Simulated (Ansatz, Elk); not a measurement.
## Bonding as seen by X-rays: ScAlNi3

The structure of ScAlNi3 used here is made up (a known structure type with other elements) and was relaxed beforehand with PBEsol. The aim is the Fourier transform of its all-electron density, F(hkl), set beside the sum over free spherical atoms that refinements use.

Calculated with Elk 11.2.3 (patched build); DFT, PBE, all-electron APW+lo, Dirac cores, scalar-relativistic bands, static density, no spin.

This account leaves out most program logs.

The structure was built from a prototype and need not be the compound's stable phase.

## Step 1: Set-up

It takes space group Pm-3m (No. 221, cubic). The conventional cell has a = 4.235 Å, b = 4.235 Å, c = 4.235 Å, α = 90.00°, β = 90.00°, γ = 90.00°. Nearest to Ni lie 2 Al at 2.12 Å and 8 Ni at 2.99 Å and 4 Sc at 2.99 Å. Sc has 12 Ni at 2.99 Å nearest. Nearest to Al lie 6 Ni at 2.12 Å. Farther neighbours are not listed.

Structure file:

```cif
data_structure
_symmetry_space_group_name_H-M 'Pm-3m'
_symmetry_Int_Tables_number 221
_cell_length_a 4.2348
_cell_length_b 4.2348
_cell_length_c 4.2348
_cell_angle_alpha 90.000
_cell_angle_beta 90.000
_cell_angle_gamma 90.000
_cell_volume 75.94
loop_
_atom_site_label
_atom_site_type_symbol
_atom_site_symmetry_multiplicity
_atom_site_Wyckoff_symbol
_atom_site_fract_x
_atom_site_fract_y
_atom_site_fract_z
_atom_site_occupancy
Ni1 Ni 3 c 0.50000 0.50000 0.00000 1
Sc1 Sc 1 a 0.00000 0.00000 0.00000 1
Al1 Al 1 b 0.50000 0.50000 0.50000 1
```

## Step 2: Ground state and structure factors

An all-electron density is needed, since X-rays see the cores too. Task 0 finds the density and task 195 Fourier-transforms it; tshift is off so that phases refer to the origin typed.

The input, elk.in:

```
tasks
  0
  195

xctype
  20

spinpol
  .false.

rgkmax
  7.0

gmaxvr
  14.0

lmaxo
  7

lmaxapw
  8

swidth
  0.002

tshift
  .false.

ramdisk
  .false.

hmaxvr
  5.5

maxscl
  120

epspot
  1e-06

sppath
  './'

avec
  8.00253876987 0.00000000000 0.00000000000
  0.00000000000 8.00253876987 0.00000000000
  0.00000000000 0.00000000000 8.00253876987

atoms
  3
  'Ni.in'
  3
  0.5000000000 0.5000000000 0.0000000000   0.000000 0.000000 0.000000
  0.5000000000 0.0000000000 0.5000000000   0.000000 0.000000 0.000000
  -0.0000000000 0.5000000000 0.5000000000   0.000000 0.000000 0.000000
  'Sc.in'
  1
  0.0000000000 0.0000000000 -0.0000000000   0.000000 0.000000 0.000000
  'Al.in'
  1
  0.5000000000 0.5000000000 0.5000000000   0.000000 0.000000 0.000000

ngridk
  5 5 5
```

On the command line:

```sh
> OMP_NUM_THREADS=4 elk
```

It took 19 s on 4 threads of Arm Neoverse V2, shared host; peak memory 0.19 GiB; 45 s of CPU time.

SFACRHO.OUT:

```text

h k l indices transformed by vhmat matrix:
   1.000000000       0.000000000       0.000000000    
   0.000000000       1.000000000       0.000000000    
   0.000000000       0.000000000       1.000000000    

      h      k      l  multipl.   |H|            Re(F)            Im(F)           |F|

      0      0      0      1   0.0000000       118.00000      0.24802985E-16   118.00000    
      0      1      0      6  0.78514900      -18.664003      0.31994054E-13   18.664003    
      0     -1      1     12   1.1103684       2.2909119     -0.24518844E-14   2.2909119    
      1     -1     -1      8   1.3599180       71.820328      0.19502846E-13   71.820328    
     -2      0      0      6   1.5702980       85.021555      0.56487969E-13   85.021555    
     -1      0     -2     24   1.7556465      -14.702360     -0.48726320E-13   14.702360    
     -2      1      1     24   1.9232144       1.6211871     -0.43800851E-13   1.6211871    
     -2      2      0     12   2.2207367       71.640824      0.37828175E-14   71.640824    
     -2     -1      2     24   2.3554470      -12.916999     -0.36675312E-13   12.916999    
      3      0      0      6   2.3554470      -12.962034      0.15130861E-13   12.962034    
     -3      0     -1     24   2.4828591       1.5000240     -0.39494647E-14   1.5000240    
     -3     -1      1     24   2.6040446       50.886196      0.97170730E-14   50.886196    
      2      2      2      8   2.7198359       62.565657     -0.13264176E-12   62.565657    
      0     -2     -3     24   2.8308950      -11.479182     -0.39320883E-13   11.479182    
     -2      3      1     48   2.9377586       1.4342686     -0.27678533E-13   1.4342686    
      0      0      4      6   3.1405960       55.930541     -0.75497558E-13   55.930541    
      0      4     -1     24   3.2372523      -10.292946      0.33159602E-14   10.292946    
      3      2      2     24   3.2372523      -10.197191      0.58806781E-13   10.197191
```

Elk indexes on the primitive cell of elk.in and gives |H| = 4π sin θ/λ in inverse bohr. Below, one row stands for each form hkl of the conventional cell (m members, Friedel mates merged), F is for one primitive cell and the density is static (no thermal factor). Free-atom factors are Waasmaier and Kirfel's, and R is Σm||F|−|F'||/Σm|F|.

```
hkl   m  sin θ/λ (Å⁻¹)  abs F, DFT  neutral atoms   diff.
100   6          0.118      18.664         18.222  +0.442
110  12          0.167       2.291          2.500  -0.209
111   8          0.204      71.820         71.885  -0.065
200   6          0.236      85.022         85.390  -0.369
210  24          0.264      14.702         14.854  -0.152
211  24          0.289       1.621          1.631  -0.010
220  12          0.334      71.641         71.864  -0.223
221  24          0.354      12.917         13.061  -0.144
300   6          0.354      12.962         13.061  -0.099
310  24          0.373       1.500          1.450  +0.050
311  24          0.392      50.886         50.969  -0.082
222   8          0.409      62.566         62.663  -0.097
320  24          0.426      11.479         11.566  -0.087
321  48          0.442       1.434          1.402  +0.032
400   6          0.472      55.931         55.918  +0.013
410  24          0.487      10.293         10.254  +0.039
322  24          0.487      10.197         10.254  -0.057
330  12          0.501       1.458          1.413  +0.045
```

## Step 3: The highest occupied states alone

An energy window below the Fermi level keeps the highest occupied states, to see at which angles they scatter; shallow core shells can lie inside it and anion s states outside. No new self-consistency is needed.

elk.in: that of step 2 with these lines changed.

```diff
@@ -1,3 +1,2 @@
 tasks
-  0
   195
@@ -40,2 +39,5 @@
 
+wsfac
+  -0.192820 0.548170
+
 sppath
```

On the command line:

```sh
> OMP_NUM_THREADS=4 elk
```

Elapsed: 7.4 s, on 4 threads; peak memory 0.16 GiB; 8.9 s of CPU time.

States within 12 eV below the Fermi level hold 36.00 electrons; any levels below the window count with the cores. Their amplitudes can exceed the total, where window and core parts have opposite phase:

```
hkl  sin θ/λ (Å⁻¹)  abs F, window  abs F, all
100          0.118          8.380      18.664
110          0.167          5.789       2.291
111          0.204         17.157      71.820
200          0.236         15.113      85.022
210          0.264          4.199      14.702
211          0.289          4.033       1.621
220          0.334         10.272      71.641
221          0.354          2.917      12.917
300          0.354          2.954      12.962
310          0.373          2.791       1.500
```

## Step 4: Another functional

The difference from free atoms is small, so it is set against the change that LDA (Perdew-Wang) makes.

elk.in: that of step 3 with these lines changed.

```diff
@@ -1,2 +1,3 @@
 tasks
+  0
   195
@@ -4,3 +5,3 @@
 xctype
-  20
+  3
 
@@ -39,5 +40,2 @@
 
-wsfac
-  -0.192820 0.548170
-
 sppath
```

On the command line:

```sh
> OMP_NUM_THREADS=4 elk
```

Run time: 10 s. Hardware: 4 threads; peak memory 0.16 GiB.

Against the first run R = 0.09 %; the largest change is -0.058 at 220.

## Step 5: A coarser k-mesh

About half the k-points along each axis test the sampling.

elk.in: that of step 4 with these lines changed.

```diff
@@ -5,3 +5,3 @@
 xctype
-  3
+  20
 
@@ -63,2 +63,2 @@
 ngridk
-  5 5 5
+  2 2 2
```

On the command line:

```sh
> OMP_NUM_THREADS=4 elk
```

The job ended after 14 s (4 threads; peak memory 0.18 GiB; 27 s of CPU time).

Against the first run R = 0.05 %; the largest change is -0.083 at 111.

## Step 6: Settings against the effect

```csv
run,R against the first run (%),"R against neutral atoms, low angle (%)",wall time
"PBE, rgkmax 7",0.00,0.73,19 s
LDA (Perdew-Wang),0.09,0.72,10 s
k-mesh 2×2×2,0.05,0.80,14 s
```

## Step 7: What came out

| Item | Value |
| --- | --- |
| R against neutral atoms, sin θ/λ < 0.3 Å⁻¹ | 0.73 % |
| R against neutral atoms, 0.3 to 0.83 Å⁻¹ | 0.39 % |

In words: Independent neutral atoms miss the calculated amplitudes by R = 0.73 % below 0.3 Å⁻¹ and 0.39 % from there to 0.83 Å⁻¹; by shells, 2.37 % below 0.15 Å⁻¹ (1 form), 0.61 % 0.15 to 0.3 (5 forms), 0.43 % 0.3 to 0.45 (8 forms), 0.39 % above 0.45 (43 forms). Bonding, aspherical density and the tables' own atoms all enter these figures, and the runs don't part them. The largest change of an amplitude is +0.44 electrons, at 100. The window's part falls from 36.0 electrons at the origin to at most 5.69 between 0.45 and 0.83 Å⁻¹, where compact states inside the window still scatter. Below 0.3 Å⁻¹ the changes that finished (LDA (Perdew-Wang) and k-mesh 2×2×2) move F by R = 0.09 % at most, against the 0.73 % that separates it from free atoms. The basis has no finished test. These runs have no spin, though d or f shells may be open. Part of the difference isn't bonding: the tables are fits to free atoms and ions calculated by other methods than this functional. Thermal motion, anomalous dispersion and extinction are left out.

[Logs are printed without paths, hosts, clocks, repeated set-up lines and the standing remarks that a program may print on its own settings, such as how far it seeks lower states.]

[Hosts, paths, dates, database ids (printed as entryN), source tags and the programs' standing remarks are cut or masked in the printed files.]
